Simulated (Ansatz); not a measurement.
# In (I4/mmm): Migdal–Eliashberg transition temperature

Aim: the phonon-mediated transition temperature of In (I4/mmm) at ambient pressure, over a range of μ*. The cell shown first is a relaxed one, from steps not shown here.

Main program and level: Ansatz 0.2.0; DFT PBE, scalar-relativistic, plane waves, PAW; PAW set soft_1.

The experiments to compare with:

“Electronic transport properties of topological insulator films and low dimensional superconductors” (2013, arxiv:1310.7405) quotes from earlier work for In (bulk In, determined independently): superconducting transition temperature (bulk Tc) 3.4 K.

In doubt: the program doubts the meshes or the phonons of the coupling sums (step 2), which bears on λ, Tc and transport values.

**1. The cell after earlier relaxation steps**

It takes space group I4/mmm (No. 139, tetragonal). The conventional cell has a = 3.291 Å, b = 3.291 Å, c = 5.086 Å, α = 90.00°, β = 90.00°, γ = 90.00°. Nearest to In lie 12 In at 3.29 to 3.45 Å.

Coordinates:

```cif
data_structure
_symmetry_space_group_name_H-M 'P 1'
_symmetry_Int_Tables_number 1
_cell_length_a 3.4470
_cell_length_b 3.4470
_cell_length_c 3.4470
_cell_angle_alpha 122.971
_cell_angle_beta 122.971
_cell_angle_gamma 84.926
_cell_volume 27.54
loop_
_atom_site_label
_atom_site_type_symbol
_atom_site_fract_x
_atom_site_fract_y
_atom_site_fract_z
_atom_site_occupancy
In1 In 0.00000 0.00000 0.00000 1
```

**2. Resistivity: q 6×6×6, k 18×18×18, scattering 24×24×24**

The run that gives the couplings also evaluates McMillan's and Allen and Dynes's formulas and, where asked, the Eliashberg equations, over a range of μ*.

Contents of input.yaml:

```yaml
crystal:
  lattice:
    - [-1.6455390351, 1.6455390351, 2.5429229113]
    - [1.6455390351, -1.6455390351, 2.5429229113]
    - [1.6455390351, 1.6455390351, -2.5429229113]
  atoms:
    - { symbol: In, position: [0.0, 0.0, 0.0] }
kpoints:
  mp_grid: { grid: [18, 18, 18] }
hamiltonian:
  xc: pbe
  pseudopotentials: { kind: paw, azcp: { folder: soft_1 } }
scf:
  occupations: { method: methfessel_paxton, width: 0.2 }
output:
  eigenvalues: true
phonons:
  method: dfpt
  qmesh: [6, 6, 6]
  temperatures: { t_max: 1000, t_step: 50 }
  qpath:
    path:
      - [0.0, 0.0, 0.0]
      - [0.0, 0.0, 0.5]
      - [0.25, 0.25, 0.25]
      - [0.0, 0.5, 0.0]
      - [0.0, 0.0, 0.0]
      - [0.5, 0.5, -0.5]
    npoints: 6
  electrical_resistivity:
    mesh: [24, 24, 24]
    temperatures: [20.0, 50.0, 80.0, 100.0, 150.0, 200.0, 273.0, 300.0, 400.0, 500.0, 600.0, 800.0]
  superconductivity: { mesh: [24, 24, 24] }
```

On the command line:

```console
$ ansatz run input.yaml --threads 16 --pin off --max-ram 92160MiB --backend cuda --events-out ev --progress --plain --runs-dir out --max-vram 78GiB
```

Numbers of over 12 decimals in the logs are rounded to 6 here.

What it wrote:

```text
Engine: ansatz 0.2.0, aarch64-unknown-linux-gnu
Pseudopotentials: kind: paw
Pseudopotential: In, paw, valence charge 13, recommended cutoff 420 eV (normal), soft_1/In.paw.azcp
Functional definition: PBE
  parameter kappa = 0.804
  parameter beta = 0.066725
  exchange = pbe_x(kappa = kappa, mu = beta*pi^2/3)
  correlation = pbe_c(beta = beta)
[...]
Crystal: 1 atoms, lattice volume = 27.543 Å³
Basis set: ecut = 420 eV, 549 PW (Γ), exchange–correlation on 48×48×48 points (8 copies of the dense FFT grid, shifted against one another)
Bands: 11, of which v1, the nominal top of the filled ones, is band 7 counted from 1 (6 counted from 0)
Symmetry: 16 space group operations
k-points: 480 of 5832
Non-local potential: In, projectors of the file, l = 0: 2, l = 1: 2, l = 2: 2, l = 3: 1
PAW form: soft (Blöchl's): semilocal exchange-correlation on the pseudo side does not see the compensation charge
PAW one-centre angular grid: In, 590 points (default); XC on 64 Gauss nodes
Initial density: superposition of atomic densities (chi_scale 0.1, normalization cell)
Initial wavefunctions: pseudopotential atomic-orbital guess
[...]
Functional: x = pbe(κ = 0.804, μ = 0.219515), c = pbe(β = 0.066725)
SCF iter   1: F=—  HF=-5597.933503 eV  |F-HF|=—  |Δ(HF+E_count)|=         —  Δρ=1.30e-2  dr2=6.48e-2  ethr=3.10e-3  ⟨swp⟩=5.1  Hψ=32447  notcnv=0
preconditioner: auto → none  [metal: Δε(μ)=0.004 eV  Ē_g=19.086 eV  σ=0.200 eV  W_gap=0.02  n_scr=8 (ndim 8)  ℏωp=25.5 eV  f_vac=0.000  D(μ)=0.52/eV (n_scr^D=0)  sad-step TF]
SCF iter   2: F=—  HF=-5597.915859 eV  |F-HF|=—  |Δ(HF+E_count)|=   1.76e-2  S|Δr|=    0.00e0  Δρ=8.52e-3  dr2=2.27e-2  ethr=4.98e-4  ⟨swp⟩=1.3  Hψ=9312  notcnv=0
[...]
SCF iter   7: F=-5597.912486 eV  HF=-5597.912486 eV  |F-HF|=1.82e-12  |Δ(HF+E_count)|=  3.42e-10  S|Δr|=    0.00e0  Δρ=5.62e-8  dr2=3.91e-13  ethr=1.00e-12  ⟨swp⟩=6.8  Hψ=25929  notcnv=0
SCF 1 converged in 7 iterations: F = -5597.912486 eV  dr2 = 3.91e-13
  greatest PAW one-centre occupation: 0.982 electrons in one spin orbital (limit 2), on the In atom at site 0 (counted from 0), in its partial waves of l = 2
[...]
NSCF: frozen V_eff on 480 k-points, pencils in batches of 32, up to order 44
[...]
NSCF: frozen V_eff on 480 k-points
[...]
DFPT response loops at q = (0, 0, 0) (fractional): preconditioner auto → Kerker (q_TF=auto, 2.407 Å⁻¹) (partly filled bands, converged f_vac=0.000); β = 1.00, the filter's whole step (`scf.mixing.beta` (0.50) is not read by the response loops under this deck's `scf.mixing.preconditioner`; to damp them name `kerker` or `kerker_dos`, under which they read `scf.mixing.beta`, and type it under 1.00, their step now; both keys bind the ground state too); Anderson in place of MSR1; while a model of the screening serves, it and β = 1 on shorter waves in the place of filter and β
[...]
NSCF: frozen V_eff on 480 k-points
[...]
DFPT response loops at q = (0, 0, 0.166667) (fractional): mixed as the last ones told, above
[...]
DFPT response loops at q = (0, 0, 0.333333) (fractional): mixed as the last ones told, above
[...]
DFPT response loops at q = (0, 0, -0.5) (fractional): mixed as the last ones told, above
[...]
DFPT response loops at q = (0, 0.166667, 0) (fractional): mixed as the last ones told, above
[...]
DFPT response loops at q = (0, 0.166667, 0.166667) (fractional): mixed as the last ones told, above
[...]
DFPT response loops at q = (0, 0.166667, 0.333333) (fractional): mixed as the last ones told, above
[...]
DFPT response loops at q = (0, 0.333333, 0) (fractional): mixed as the last ones told, above
[...]
DFPT response loops at q = (0, 0.333333, 0.166667) (fractional): mixed as the last ones told, above
[...]
DFPT response loops at q = (0, 0.333333, 0.333333) (fractional): mixed as the last ones told, above
[...]
DFPT response loops at q = (0, 0.333333, -0.166667) (fractional): mixed as the last ones told, above
[...]
DFPT response loops at q = (0, -0.5, 0) (fractional): mixed as the last ones told, above
[...]
DFPT response loops at q = (0, -0.5, 0.166667) (fractional): mixed as the last ones told, above
[...]
SCF 2 converged in 7 iterations: F = -5597.912486 eV  dr2 = 3.75e-13
[...]
SCF converged after 7 iterations
[...]
Hall coefficient in a weak field at 50 K (a third of the trace): 3.106e-12 m³/C (as a tensor it moves by 15.4 % between the two finest meshes); by each state's relaxation time: -6.021e-12 m³/C; by a constant relaxation time: -1.806e-11 m³/C
  mean free path at 80 K (of a tensor a third of its trace): 34.9 nm by what each carries, 33.1 by the Fermi surface alone
  Hall coefficient in a weak field at 80 K (a third of the trace): 2.454e-12 m³/C (as a tensor it moves by 11.8 % between the two finest meshes); by each state's relaxation time: -3.767e-12 m³/C; by a constant relaxation time: -1.816e-11 m³/C
  mean free path at 100 K (of a tensor a third of its trace): 27.1 nm by what each carries, 25.7 by the Fermi surface alone
  Hall coefficient in a weak field at 100 K (a third of the trace): 2.330e-12 m³/C (as a tensor it moves by 11.1 % between the two finest meshes); by each state's relaxation time: -3.271e-12 m³/C; by a constant relaxation time: -1.824e-11 m³/C
  mean free path at 150 K (of a tensor a third of its trace): 17.5 nm by what each carries, 16.7 by the Fermi surface alone
  Hall coefficient in a weak field at 150 K (a third of the trace): 2.125e-12 m³/C (as a tensor it moves by 10.6 % between the two finest meshes); by each state's relaxation time: -2.921e-12 m³/C; by a constant relaxation time: -1.849e-11 m³/C
  mean free path at 200 K (of a tensor a third of its trace): 13.0 nm by what each carries, 12.4 by the Fermi surface alone
  Hall coefficient in a weak field at 200 K (a third of the trace): 1.937e-12 m³/C (as a tensor it moves by 10.7 % between the two finest meshes); by each state's relaxation time: -2.949e-12 m³/C; by a constant relaxation time: -1.877e-11 m³/C
  mean free path at 273 K (of a tensor a third of its trace): 9.43 nm by what each carries, 8.99 by the Fermi surface alone
  Hall coefficient in a weak field at 273 K (a third of the trace): 1.674e-12 m³/C (as a tensor it moves by 10.9 % between the two finest meshes); by each state's relaxation time: -3.150e-12 m³/C; by a constant relaxation time: -1.915e-11 m³/C
  mean free path at 300 K (of a tensor a third of its trace): 8.57 nm by what each carries, 8.16 by the Fermi surface alone
  Hall coefficient in a weak field at 300 K (a third of the trace): 1.581e-12 m³/C (as a tensor it moves by 11.1 % between the two finest meshes); by each state's relaxation time: -3.239e-12 m³/C; by a constant relaxation time: -1.929e-11 m³/C
  mean free path at 400 K (of a tensor a third of its trace): 6.38 nm by what each carries, 6.08 by the Fermi surface alone
  Hall coefficient in a weak field at 400 K (a third of the trace): 1.241e-12 m³/C (as a tensor it moves by 11.7 % between the two finest meshes); by each state's relaxation time: -3.590e-12 m³/C; by a constant relaxation time: -1.976e-11 m³/C
  mean free path at 500 K (of a tensor a third of its trace): 5.07 nm by what each carries, 4.83 by the Fermi surface alone
  Hall coefficient in a weak field at 500 K (a third of the trace): 8.851e-13 m³/C (as a tensor it moves by 12.3 % between the two finest meshes); by each state's relaxation time: -3.968e-12 m³/C; by a constant relaxation time: -2.022e-11 m³/C
  mean free path at 600 K (of a tensor a third of its trace): 4.19 nm by what each carries, 4.00 by the Fermi surface alone
  Hall coefficient in a weak field at 600 K (a third of the trace): 4.961e-13 m³/C (as a tensor it moves by 12.8 % between the two finest meshes); by each state's relaxation time: -4.378e-12 m³/C; by a constant relaxation time: -2.073e-11 m³/C
  mean free path at 800 K (of a tensor a third of its trace): 3.10 nm by what each carries, 2.96 by the Fermi surface alone
  Hall coefficient in a weak field at 800 K (a third of the trace): -3.949e-13 m³/C (as a tensor it moves by 13.3 % between the two finest meshes); by each state's relaxation time: -5.306e-12 m³/C; by a constant relaxation time: -2.190e-11 m³/C
  the resistivity times a path that all electrons share, by the Fermi surface of the deck's mesh alone (a third of the trace): 7.889e-16 Ω·m²
  not converged in the mesh (λ; λ_tr; the resistivity at 20 K by 8.60 %; the resistivity at 50 K by 10.87 %; the resistivity at 80 K by 11.35 %; the resistivity at 100 K by 11.46 %; the resistivity at 150 K by 11.56 %; the resistivity at 200 K by 11.59 %; the resistivity at 273 K by 11.60 %; the resistivity at 300 K by 11.59 %; the resistivity at 400 K by 11.54 %; the resistivity at 500 K by 11.42 %; the resistivity  [...]
  vibrations of 216 cells: unjudged by the run; compare a larger repeat
  the changes of the potential over all sites missed a rigid shift's by 0.00 % (the site terms' by 0.00 %)
  at the force constants' own smearing the fine mesh and the k-points of their solves give squared frequencies that differ by 15.4 % of the larger at the most, at (0.1667, 0.1667, -0.1667)
--- Superconductivity: potentials and phonons of a 6×6×6 supercell ---
           mesh         λ    ħω_log (meV)  μ* declared at (meV)
       24×24×24    0.9715           5.308                6.866
       12×12×12    1.0043           5.288                6.857
          6×6×6    1.0477           5.308                6.836
  λ by the species' shares of the modes' patterns: In 0.9715
  with the Fermi level up to 13.3 meV (the hardest mode) off, states and modes as they are: density of states 0.2192 to 0.2205 /eV of one spin and cell, λ 0.9688 to 0.9751
  transition temperature on the deck's mesh (K), isotropic and anisotropic, restricted to the Fermi surface (FSR) and over the full bandwidth (FBW), and the last with the density of states resolved in a narrower window:
        μ*   McMillan   Allen–Dynes      iso. FSR      iso. FBW    aniso. FSR    aniso. FBW  narrow window
      0.08      4.514         4.849         4.635         4.636         4.738         4.738          4.738
      0.10      4.100         4.376         4.104         4.104         4.209         4.209          4.209
      0.12      3.696         3.921         3.604         3.604         3.711         3.712          3.712
      0.13      3.497         3.701         3.367         3.367         3.474         3.475          3.475
      0.14      3.301         3.486         3.137         3.137         3.245         3.246          3.246
      0.16      2.919         3.069         2.703         2.703         2.812         2.812          2.812
      0.20      2.201         2.298         1.938         1.938         2.046         2.047          2.047
  isotope coefficients −∂ln Tc/∂ln M under μ* = 0.13, the force constants as they are, of the isotropic transitions restricted to the Fermi surface and over the full bandwidth: In 0.441 and 0.441
  gaps at the Fermi level over the full bandwidth under μ* = 0.1, 1.052 K: 0.470 to 0.855 meV
  gaps at the Fermi level over the full bandwidth under μ* = 0.13, 0.869 K: 0.365 to 0.704 meV
  gaps at the Fermi level over the full bandwidth under μ* = 0.16, 0.703 K: 0.275 to 0.571 meV
  not converged in the mesh (λ, the transition temperature): between neighbouring meshes, the two finest first, λ moves by 3.37 % and 4.32 % and the anisotropic transition temperature over the full bandwidth at μ* = 0.13 by 6.78 % and 10.72 %; converged means that the two finest part by at most 2.00 % and 5.00 %
  vibrations of 216 cells: unjudged by the run; compare a larger repeat
  the changes of the potential over all sites missed a rigid shift's by 0.00 % (the site terms' by 0.00 %)
  at the force constants' own smearing the fine mesh and the k-points of their solves give squared frequencies that differ by 15.4 % of the larger at the most, at (0.1667, 0.1667, -0.1667)
```

The job ended after 2.8 min (1 × NVIDIA GB200 with 16 threads of Arm Neoverse V2, shared host; peak memory 4.4 GiB).

Numbers from this step:

| Quantity | Value |
| --- | --- |
| volume per atom | 27.54 Å³/atom |
| metallic on mesh | yes |
| gap on the k-mesh | 0 eV |
| zero point energy | 0.01101 eV/cell |
| share of imaginary modes in the plain interpolation between solved wavevectors | 0 |
| highest frequency, solved or plainly interpolated | 108.5 cm⁻¹ |
| Debye temperature (second moment) | 120 K |
| resistivity at 300 K | 9.664 μΩ cm, mean of the axes |
| coupling constant λ | 0.9715 |
| density of states at the Fermi level | 0.2198 states/eV a spin and cell |
| log mean phonon energy ħω_log | 5.308 meV |
| transport coupling constant λ_tr | 0.7824, 0.7824, 0.8043 (xx, yy, zz) |
| Drude plasma energy | 9.817, 9.817, 9.861 eV (xx, yy, zz) |
| resistivity times mean free path | 7.965, 7.965, 7.736 × 10⁻¹⁶ Ω m² (xx, yy, zz) |
| second-moment phonon energy ħω₂ | 6.866 meV |
| coupling λ by branch | 0.445, 0.3, 0.226 (branches by rank of frequency) |

Transition temperatures:

```tsv
μ*	McMillan Tc (K)	Allen–Dynes Tc (K)	isotropic Fermi-surface Tc (K)	isotropic full bandwidth Tc (K)	anisotropic Fermi-surface Tc (K)	anisotropic full bandwidth Tc (K)	anisotropic narrow window Tc (K)
0.08	4.51	4.85	4.64	4.64	4.74	4.74	4.74
0.1	4.1	4.38	4.1	4.1	4.21	4.21	4.21
0.12	3.7	3.92	3.6	3.6	3.71	3.71	3.71
0.13	3.5	3.7	3.37	3.37	3.47	3.47	3.47
0.14	3.3	3.49	3.14	3.14	3.25	3.25	3.25
0.16	2.92	3.07	2.7	2.7	2.81	2.81	2.81
0.2	2.2	2.3	1.94	1.94	2.05	2.05	2.05
```

**3. Coupling and resistivity: q 6×6×6, k 24×24×24, scattering 32×32×32**

The next rung changes the k mesh of the density and its response; the scattering mesh, which samples the Fermi surface.

input.yaml: that of step 2 with these lines changed.

```diff
@@ -8,3 +8,3 @@
 kpoints:
-  mp_grid: { grid: [18, 18, 18] }
+  mp_grid: { grid: [24, 24, 24] }
 hamiltonian:
@@ -30,4 +30,4 @@
   electrical_resistivity:
-    mesh: [24, 24, 24]
+    mesh: [32, 32, 32]
     temperatures: [20.0, 50.0, 80.0, 100.0, 150.0, 200.0, 273.0, 300.0, 400.0, 500.0, 600.0, 800.0]
-  superconductivity: { mesh: [24, 24, 24] }
+  superconductivity: { mesh: [32, 32, 32] }
```

What it wrote:

```text
[...]
Crystal: 1 atoms, lattice volume = 27.543 Å³
Basis set: ecut = 420 eV, 549 PW (Γ), exchange–correlation on 48×48×48 points (8 copies of the dense FFT grid, shifted against one another)
Bands: 11, of which v1, the nominal top of the filled ones, is band 7 counted from 1 (6 counted from 0)
Symmetry: 16 space group operations
k-points: 1063 of 13824
[...]
SCF iter   1: F=—  HF=-5597.934692 eV  |F-HF|=—  |Δ(HF+E_count)|=         —  Δρ=1.30e-2  dr2=6.43e-2  ethr=3.10e-3  ⟨swp⟩=5.1  Hψ=73614  notcnv=0
[...]
SCF iter   2: F=—  HF=-5597.917083 eV  |F-HF|=—  |Δ(HF+E_count)|=   1.76e-2  S|Δr|=    0.00e0  Δρ=8.54e-3  dr2=2.28e-2  ethr=4.94e-4  ⟨swp⟩=1.1  Hψ=20283  notcnv=0
[...]
SCF iter   7: F=-5597.913714 eV  HF=-5597.913714 eV  |F-HF|=0.00e0  |Δ(HF+E_count)|=   1.24e-9  S|Δr|=    0.00e0  Δρ=7.87e-8  dr2=7.12e-13  ethr=1.00e-12  ⟨swp⟩=7.7  Hψ=49262  notcnv=0
SCF 1 converged in 7 iterations: F = -5597.913714 eV  dr2 = 7.12e-13
[...]
NSCF: frozen V_eff on 1063 k-points
[...]
SCF 2 converged in 7 iterations: F = -5597.913714 eV  dr2 = 7.61e-13
[...]
SCF converged after 7 iterations
[...]
vibrations of 216 cells: unjudged by the run; compare a larger repeat
[...]
--- Superconductivity: potentials and phonons of a 6×6×6 supercell ---
           mesh         λ    ħω_log (meV)  μ* declared at (meV)
       32×32×32    0.9667           5.334                6.881
       16×16×16    0.9767           5.345                6.886
          8×8×8    1.1750           5.346                6.914
  λ by the species' shares of the modes' patterns: In 0.9667
[...]
0.08      4.502         4.834         4.620         4.620         4.719         4.720          4.720
      0.10      4.087         4.359         4.088         4.088         4.190         4.191          4.191
      0.12      3.681         3.904         3.588         3.588         3.693         3.693          3.693
      0.13      3.482         3.683         3.350         3.350         3.456         3.456          3.456
      0.14      3.286         3.467         3.120         3.121         3.227         3.227          3.227
      0.16      2.903         3.050         2.686         2.686         2.793         2.794          2.794
      0.20      2.184         2.279         1.922         1.922         2.028         2.028          2.028
[...]
converged in the mesh: between neighbouring meshes, the two finest first, λ moves by 1.03 % and 20.30 % and the anisotropic transition temperature over the full bandwidth at μ* = 0.13 by 2.40 % and 40.16 %; converged means that the two finest part by at most 2.00 % and 5.00 %
  vibrations of 216 cells: unjudged by the run; compare a larger repeat
[...]
```

Run time: 5.3 min. Hardware: 1 × NVIDIA GB200 with 16 threads; peak memory 8.7 GiB; 58 min of CPU time.

This step gave:

```
zero point energy                                 : 0.01112 eV/cell
highest frequency, solved or plainly interpolated : 106.8 cm⁻¹
Debye temperature (second moment)                 : 121 K
resistivity at 300 K                              : 9.528 μΩ cm, mean of the axes
coupling constant λ                               : 0.9667
density of states at the Fermi level              : 0.2193 states/eV a spin and cell
log mean phonon energy ħω_log                     : 5.334 meV
transport coupling constant λ_tr                  : 0.7762, 0.7762, 0.7998 (xx, yy, zz)
Drude plasma energy                               : 9.868, 9.868, 9.876 eV (xx, yy, zz)
resistivity times mean free path                  : 7.896, 7.896, 7.753 × 10⁻¹⁶ Ω m² (xx, yy, zz)
second-moment phonon energy ħω₂                   : 6.881 meV
coupling λ by branch                              : 0.442, 0.299, 0.226 (branches by rank of frequency)
```

Transition temperatures:

```tsv
μ*	McMillan Tc (K)	Allen–Dynes Tc (K)	isotropic Fermi-surface Tc (K)	isotropic full bandwidth Tc (K)	anisotropic Fermi-surface Tc (K)	anisotropic full bandwidth Tc (K)	anisotropic narrow window Tc (K)
0.08	4.5	4.83	4.62	4.62	4.72	4.72	4.72
0.1	4.09	4.36	4.09	4.09	4.19	4.19	4.19
0.12	3.68	3.9	3.59	3.59	3.69	3.69	3.69
0.13	3.48	3.68	3.35	3.35	3.46	3.46	3.46
0.14	3.29	3.47	3.12	3.12	3.23	3.23	3.23
0.16	2.9	3.05	2.69	2.69	2.79	2.79	2.79
0.2	2.18	2.28	1.92	1.92	2.03	2.03	2.03
```

For the log mean phonon energy ħω_log, step 2 gave 5.31 meV; this run, with k-mesh 24×24×24 and scattering mesh 32×32×32, gives 5.33 meV.

(Continued in part 2 of 2.)

[Logs are printed without paths, hosts, clocks, repeated set-up lines and the standing remarks that a program may print on its own settings, such as how far it seeks lower states.]

[Hosts, paths, dates, database ids (printed as entryN), source tags and the programs' standing remarks are cut or masked in the printed files.]
